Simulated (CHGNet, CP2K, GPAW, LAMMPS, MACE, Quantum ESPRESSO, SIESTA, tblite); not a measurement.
# Running glassy 67P2O5-33MgO (mol %) (80 atoms) with CP2K, part 2 of 2

Wanted: CP2K inputs and outputs for glassy 67P2O5-33MgO (mol %) (80 atoms), checked against a plane-wave reference.

Program: CP2K 2026.2; the method stands at each step. Banners, paths, timers and routine set-up lines are dropped from the logs unmarked, and long logs keep their key lines alone; longer cuts are marked.

So far. Step 2 (PBE, DZVP-MOLOPT-SR, 1200/50 Ry, diagonalisation): Forces lie 16 % from the reference's, at 0.58 times its CPU time (on 1 against 2 cores). Step 3 (PBE, DZVP-MOLOPT-SR, 1200/50 Ry, TC2 filter 1e-05, SCF …): Against the first run (16 %), the force difference from the reference is 18 %, at 0.93 times the CPU time.

## 4. PBE, DZVP-MOLOPT-SR, 1200/50 Ry, TC2 filter 1e-04, SCF 1e-05

Method: Kohn-Sham DFT, PBE, GTH-PBE pseudopotentials, Gaussian and plane waves, DZVP-MOLOPT-SR-GTH, linear-scaling purification of the density matrix.

Input file input.inp:

```
&GLOBAL
  PROJECT cell
  RUN_TYPE ENERGY_FORCE
  PRINT_LEVEL LOW
&END GLOBAL
&FORCE_EVAL
  METHOD QS
  STRESS_TENSOR ANALYTICAL
  &DFT
    BASIS_SET_FILE_NAME BASIS_MOLOPT
    POTENTIAL_FILE_NAME GTH_POTENTIALS
    &MGRID
      CUTOFF 1200
      REL_CUTOFF 50
      NGRIDS 5
    &END MGRID
    &QS
      EPS_DEFAULT 1.0E-10
      LS_SCF T
    &END QS
    &LS_SCF
      PURIFICATION_METHOD TC2
      EPS_FILTER 1.0E-04
      EPS_SCF 1.0E-05
      MAX_SCF 60
      S_PRECONDITIONER ATOMIC
      MIXING_FRACTION 0.45
      REPORT_ALL_SPARSITIES F
    &END LS_SCF
    &XC
      &XC_FUNCTIONAL PBE
      &END XC_FUNCTIONAL
    &END XC
    &PRINT
      &MULLIKEN ON
      &END MULLIKEN
    &END PRINT
  &END DFT
  &SUBSYS
    &CELL
      A 10.51380 0.00000 0.00000
      B 0.00000 10.51380 0.00000
      C 0.00000 0.00000 10.51380
    &END CELL
    &COORD
[... 80 atom lines left out: the same atoms as in the first run ...]
    &END COORD
    &KIND P
      BASIS_SET DZVP-MOLOPT-SR-GTH-q5
      POTENTIAL GTH-PBE-q5
    &END KIND
    &KIND Mg
      BASIS_SET DZVP-MOLOPT-SR-GTH-q10
      POTENTIAL GTH-PBE-q10
    &END KIND
    &KIND O
      BASIS_SET DZVP-MOLOPT-SR-GTH-q6
      POTENTIAL GTH-PBE-q6
    &END KIND
  &END SUBSYS
  &PRINT
    &FORCES ON
    &END FORCES
    &STRESS_TENSOR ON
    &END STRESS_TENSOR
  &END PRINT
&END FORCE_EVAL
```

The run is started by

```
$ OMP_NUM_THREADS=1 cp2k.psmp -i input.inp > output.txt
```

Numbers of over 12 decimals in the logs are rounded to 6 here.

What it wrote:

```text
CP2K| version string:                                       CP2K version 2026.2
 CP2K| Input file name                                                 input.inp
 GLOBAL| Basis set file name                                        BASIS_MOLOPT
 GLOBAL| Potential file name                                      GTH_POTENTIALS
[... lines left out ...]
 Re-scaling the density matrix to get the right number of electrons
[... lines left out ...]
 SCF run converged in     8 steps.
[... lines left out ...]
 ENERGY| Total FORCE_EVAL ( QS ) energy [hartree]          -1331.578078
[... lines left out ...]
 FORCES|      1 -2.88470155E-02  2.34196921E-03 -5.85565805E-02   6.53185138E-02
 FORCES|      2 -4.22679648E-02 -2.77229098E-02  7.34994603E-02   8.92037625E-02
 FORCES|      3 -1.49845700E-01  5.01796899E-02  3.01393576E-02   1.60872981E-01
[...]
FORCES|     79 -3.20168366E-03 -3.97587937E-03 -3.22465894E-02   3.26481381E-02
 FORCES|     80 -1.48075933E-02 -8.36111346E-03 -3.56135560E-02   3.94651544E-02
 FORCES| Sum     1.98930462E-03  2.25157592E-03  2.10097436E-02
 FORCES| Total atomic force                                       2.12234835E-02
 STRESS| Analytical stress tensor [bar]
 STRESS|                        x                   y                   z
 STRESS|      x        4.09602958281E+04   1.81815428922E+03   4.51999186345E+03
 STRESS|      y        1.81815428922E+03   2.34321645736E+04  -5.66888567519E+03
 STRESS|      z        4.51999186345E+03  -5.66888567519E+03   4.25136744284E+04
 STRESS| 1/3 Trace                                             3.56353782767E+04
```

Wall time 3.6 min (1 thread of Arm Neoverse V1, shared host); peak memory 3.8 GiB.

Compared with the plane-wave run:

```yaml
r_m_s_force_component: 1.72 eV/Å
r_m_s_difference_of_force_components: 410.8 meV/Å
longest_difference_of_force_vectors: 2108 meV/Å
force_difference_over_r_m_s_force: 27.78 %
slope_of_forces_against_the_reference_s: 1.138
correlation_of_force_components: 0.9783
pressure: 3.563 GPa
pressure_difference: 1.298 GPa
energy_less_the_same_level_run_s: 1.753 meV/atom
r_m_s_force_difference_from_the_same_level_run: 229.1 meV/Å
```

This is a coarse setting, run to see what it loses.

Against the first run (16 %), the force difference from the reference is 28 %, at 0.65 times the CPU time (8 SCF steps against 16).

The forces add up to 1.1 eV/Å instead of zero, usually a sign of too coarse a grid.

## 5. PBE, DZVP-MOLOPT-SR, 420/50 Ry, OT DIIS

Method: Kohn-Sham DFT, PBE, GTH-PBE pseudopotentials, Gaussian and plane waves, DZVP-MOLOPT-SR-GTH, orbital transformation.

Input file input.inp:

```
&GLOBAL
  PROJECT cell
  RUN_TYPE ENERGY_FORCE
  PRINT_LEVEL LOW
&END GLOBAL
&FORCE_EVAL
  METHOD QS
  STRESS_TENSOR ANALYTICAL
  &DFT
    BASIS_SET_FILE_NAME BASIS_MOLOPT
    POTENTIAL_FILE_NAME GTH_POTENTIALS
    &MGRID
      CUTOFF 420
      REL_CUTOFF 50
    &END MGRID
    &QS
      EPS_DEFAULT 1.0E-12
    &END QS
    &SCF
      SCF_GUESS ATOMIC
      EPS_SCF 1.0E-06
      MAX_SCF 30
      &OT
        MINIMIZER DIIS
        PRECONDITIONER FULL_ALL
        ENERGY_GAP 0.001
      &END OT
      &OUTER_SCF
        EPS_SCF 1.0E-06
        MAX_SCF 8
      &END OUTER_SCF
      &PRINT
        &RESTART OFF
        &END RESTART
      &END PRINT
    &END SCF
    &XC
      &XC_FUNCTIONAL PBE
      &END XC_FUNCTIONAL
    &END XC
    &PRINT
      &MULLIKEN ON
      &END MULLIKEN
      &HIRSHFELD ON
        SHAPE_FUNCTION DENSITY
      &END HIRSHFELD
      &MO_CUBES
        NHOMO 1
        NLUMO 4
        WRITE_CUBE F
      &END MO_CUBES
    &END PRINT
  &END DFT
  &SUBSYS
    &CELL
      A 10.51380 0.00000 0.00000
      B 0.00000 10.51380 0.00000
      C 0.00000 0.00000 10.51380
    &END CELL
    &COORD
      SCALED
      P 0.07919 0.07535 0.56718
      P 0.57606 0.45722 0.08684
      P 0.52913 0.34933 0.58552
      P 0.04384 0.54973 0.69074
      P 0.64198 0.29196 0.85402
      P 0.52132 0.99295 0.22851
      P 0.39870 0.68560 0.05716
      P 0.19398 0.36574 0.27574
      P 0.92547 0.37613 0.89145
      P 0.20089 0.98943 0.81809
      P 0.99037 0.85404 0.98102
      P 0.59078 0.08698 0.49529
      P 0.56360 0.61594 0.46943
      P 0.98653 0.34062 0.48698
      P 0.85401 0.52924 0.13639
      P 0.30234 0.63351 0.32798
      P 0.75683 0.80149 0.80217
      P 0.82451 0.91935 0.54322
      P 0.95186 0.08114 0.16345
      P 0.30673 0.53777 0.82552
[... 56 atom lines left out ...]
      O 0.03547 0.45652 0.57126
      O 0.60003 0.86822 0.22528
      O 0.87668 0.18071 0.09513
      O 0.91938 0.49392 0.25760
    &END COORD
    &KIND P
      BASIS_SET DZVP-MOLOPT-SR-GTH-q5
      POTENTIAL GTH-PBE-q5
    &END KIND
    &KIND Mg
      BASIS_SET DZVP-MOLOPT-SR-GTH-q10
      POTENTIAL GTH-PBE-q10
    &END KIND
    &KIND O
      BASIS_SET DZVP-MOLOPT-SR-GTH-q6
      POTENTIAL GTH-PBE-q6
    &END KIND
  &END SUBSYS
  &PRINT
    &FORCES ON
    &END FORCES
    &STRESS_TENSOR ON
    &END STRESS_TENSOR
  &END PRINT
&END FORCE_EVAL
```

The run is started by

```
$ OMP_NUM_THREADS=2 cp2k.psmp -i input.inp > output.txt
```

What it wrote:

```text
CP2K| version string:                                       CP2K version 2026.2
 CP2K| Input file name                                                 input.inp
 GLOBAL| Basis set file name                                        BASIS_MOLOPT
 GLOBAL| Potential file name                                      GTH_POTENTIALS
[... lines left out ...]
  Total energy:                                             -1331.610876
[... lines left out ...]
  Step     Update method      Time    Convergence         Total energy    Change
[... lines left out ...]
  *** SCF run converged in     6 steps ***
[... lines left out ...]
  Total energy:                                             -1331.611975
[... lines left out ...]
  outer SCF loop converged in   2 iterations or   36 steps
[... lines left out ...]
 Fermi Energy [eV] :    3.978126
[... lines left out ...]
 OT| Eigensolver reached convergence in 283 iterations
[... lines left out ...]
 ENERGY| Total FORCE_EVAL ( QS ) energy [hartree]          -1331.611975
[... lines left out ...]
 FORCES|      1 -3.47535397E-02  7.34238605E-03 -5.19592139E-02   6.29402817E-02
 FORCES|      2 -3.42904270E-02 -2.15984776E-02  6.47039093E-02   7.63473870E-02
 FORCES|      3 -1.25298667E-01  5.22842276E-02  3.02797449E-02   1.39105210E-01
[...]
FORCES|     79 -4.39701188E-03 -6.43728197E-03 -2.87554375E-02   2.97934137E-02
 FORCES|     80 -1.39101069E-02 -6.68956235E-03 -2.80937949E-02   3.20546818E-02
 FORCES| Sum     5.88220536E-02  7.56600430E-02 -1.11826183E-01
 FORCES| Total atomic force                                       1.47273797E-01
 STRESS| Analytical stress tensor [bar]
 STRESS|                        x                   y                   z
 STRESS|      x        3.48581313357E+04   1.71895793750E+03   2.83995515434E+03
 STRESS|      y        1.71895793750E+03   1.65951772826E+04  -5.65199047337E+03
 STRESS|      z        2.83995515434E+03  -5.65199047337E+03   3.73678873755E+04
 STRESS| 1/3 Trace                                             2.96070653313E+04
```

Wall time 3.1 min (2 threads); peak memory 1.1 GiB; 5.7 min of CPU time.

Numbers from this run, and their distance from the reference:

* r.m.s. force component: 1.643 eV/Å
* r.m.s. difference of force components: 454.3 meV/Å
* longest difference of force vectors: 4384 meV/Å
* force difference over r.m.s. force: 30.72 %
* slope of forces against the reference's: 1.07
* correlation of force components: 0.963
* gap (highest filled to lowest empty level): 0.5828 eV
* gap difference: -0.5711 eV
* pressure: 2.961 GPa
* pressure difference: 0.6947 GPa
* energy less the same-level run's: -9.777 meV/atom
* r.m.s. force difference from the same-level run: 416.7 meV/Å

This is a coarse setting, run to see what it loses.

Against the first run (16 %), the force difference from the reference is 31 %, at 1.0 times the CPU time (on 2 against 1 cores) (36 SCF steps against 16).

The difference per atom is largest on Mg (2.4 eV/Å on average, against 0.52 on P). The forces add up to 7.6 eV/Å instead of zero, usually a sign of too coarse a grid.

## 6. All runs compared

Differences are against the plane-wave reference, forces as r.m.s. over components; share is that over the reference's r.m.s. force, slope the least-squares factor from reference forces to these. Total energies of different programs have different zeros and aren't compared.

| run | Δ force, r.m.s. (meV/Å) | share (%) | slope | Δ pressure (GPa) | Δ gap (eV) | cores | CPU time | memory (GiB) |
| --- | --- | --- | --- | --- | --- | --- | --- | --- |
| reference | - | - | - | - | - | 2 | 9.6 min | 3.5 |
| CP2K PBE, DZVP-MOLOPT-SR, 1200/50 Ry, diagonalisation | 237 | 16.0 | 1.067 | 0.767 | -0.547 | 1 | 5.6 min | 8.7 |
| CP2K PBE, DZVP-MOLOPT-SR, 1200/50 Ry, TC2 filter 1e-05, SCF 1e-06 | 272 | 18.4 | 1.085 | 0.889 | - | 1 | 5.2 min | 3.8 |
| CP2K PBE, DZVP-MOLOPT-SR, 1200/50 Ry, TC2 filter 1e-04, SCF 1e-05 (coarse) | 411 | 27.8 | 1.138 | 1.30 | - | 1 | 3.6 min | 3.8 |
| CP2K PBE, DZVP-MOLOPT-SR, 420/50 Ry, OT DIIS (coarse) | 454 | 30.7 | 1.070 | 0.695 | -0.571 | 2 | 5.7 min | 1.1 |

Rows marked coarse were listed beforehand as settings not expected to be converged; some can still land near the reference.

CPU time is summed over cores on a shared host, where runs went side by side, so it is rough. Symmetry, cutoffs, thresholds, outputs and thread counts weren't matched or tuned between programs; memory under MPI is the largest rank's times the ranks.

Mean charges by element (e), by run and scheme:

| run | scheme | P | Mg | O |
| --- | --- | --- | --- | --- |
| CP2K PBE, DZVP-MOLOPT-SR, 1200/50 Ry, diagonalisation | Mulliken | +0.73 | +1.35 | -0.39 |
| CP2K PBE, DZVP-MOLOPT-SR, 1200/50 Ry, diagonalisation | Hirshfeld | +0.54 | +0.62 | -0.25 |
| CP2K PBE, DZVP-MOLOPT-SR, 1200/50 Ry, TC2 filter 1e-05, SCF 1e-06 | Mulliken | +0.73 | +1.35 | -0.39 |

Within one program, basis, potentials and functional, energies share a zero. Each run against its twin at the usual cutoff or grid and solver:

| run | twin | Δ energy (meV/atom) | Δ force, r.m.s. (meV/Å) | CPU time over the twin's |
| --- | --- | --- | --- | --- |
| CP2K PBE, DZVP-MOLOPT-SR, 1200/50 Ry, TC2 filter 1e-05, SCF 1e-06 | DZVP-MOLOPT-SR, 1200/50 Ry, diagonalisation | 0.140 | 65.0 | 0.93 |
| CP2K PBE, DZVP-MOLOPT-SR, 1200/50 Ry, TC2 filter 1e-04, SCF 1e-05 | DZVP-MOLOPT-SR, 1200/50 Ry, diagonalisation | 1.75 | 229 | 0.66 |
| CP2K PBE, DZVP-MOLOPT-SR, 420/50 Ry, OT DIIS | DZVP-MOLOPT-SR, 1200/50 Ry, diagonalisation | -9.78 | 417 | 1.0 (this twin ran on 1 cores) |

Further runs of this program without a result: CP2K PBE, DZVP-MOLOPT-SR, 1200/50 Ry, TC2 filter 1e-03, SCF 1e-04 (ended with an error or stopped unconverged).

## 7. What came out

| Property | Result |
| --- | --- |
| nearest in forces | CP2K PBE, DZVP-MOLOPT-SR, 1200/50 Ry, diagonalisation, 16 % |
| its CPU time | 5.6 min |

**Reading.** The PBE runs in local orbitals, coarse settings apart, differ by 16 % (CP2K PBE, DZVP-MOLOPT-SR, 1200/50 Ry, diagonalisation) to 18 % (CP2K PBE, DZVP-MOLOPT-SR, 1200/50 Ry, TC2 filter 1e-05, SCF 1e-06); basis, grid and potentials can all enter. Runs with settings chosen to be coarse differ by 28 % (CP2K PBE, DZVP-MOLOPT-SR, 1200/50 Ry, TC2 filter 1e-04, SCF 1e-05) to 31 % (CP2K PBE, DZVP-MOLOPT-SR, 420/50 Ry, OT DIIS), their programs' other errors included. One electronic-structure run takes under half the reference's CPU time: CP2K PBE, DZVP-MOLOPT-SR, 1200/50 Ry, TC2 filter 1e-04, SCF 1e-05, at 28 % in 3.6 min against 9.6 min. CP2K PBE, DZVP-MOLOPT-SR, 1200/50 Ry, TC2 filter 1e-04, SCF 1e-05 stiffens the forces by a factor of 1.14 while following their directions (correlation 0.978); the slopes of the 4 CP2K runs lie between 1.07 and 1.14. At the same functional, gaps differ from the reference's 1.15 eV by between -0.57 and -0.55 eV. Charges hang on scheme and program or settings: among these rows the mean for Mg runs from +0.62 to +1.35 e. With TC2, tightening the sparsity filter from 1e-04 to 1e-05, and the SCF threshold with it, takes the force difference from the cubic solver from 229 to 65 meV/Å, and the CPU time from 0.66 to 0.93 times the cubic solver's. The potentials hold different valence shells: 440 electrons in the reference, 480 in CP2K with DZVP-MOLOPT-SR; this bears on time and differences. The reference's pressure holds the uncorrected Pulay stress of its 60 Ry basis, so small pressure differences, and their order, may be the reference's own error. In our tests on small cells the SSSP efficiency potentials stood apart from two norm-conserving sets, for C–F bonds most and for P–O bonds less, so differences between them and other runs here needn't be the other run's error. The quench rate of 25 K/ps is many orders above laboratory rates, so the cell is likely richer in defects and strain than a real sample. The network of bonds at the start is that of the classical potential that made the cell, and needn't be the one that DFT or experiment would give. The electronic-structure runs sample only Γ, in a cell whose shortest periodic width is 11 Å.

[Also dropped from logs without a mark: logging warnings of Python, and SIESTA's first energy breakdown and zero terms.]

[Logs are printed without paths, hosts, clocks, repeated set-up lines and the standing remarks that a program may print on its own settings, such as how far it seeks lower states.]

[Hosts, paths, dates, database ids (printed as entryN), source tags and the programs' standing remarks are cut or masked in the printed files.]
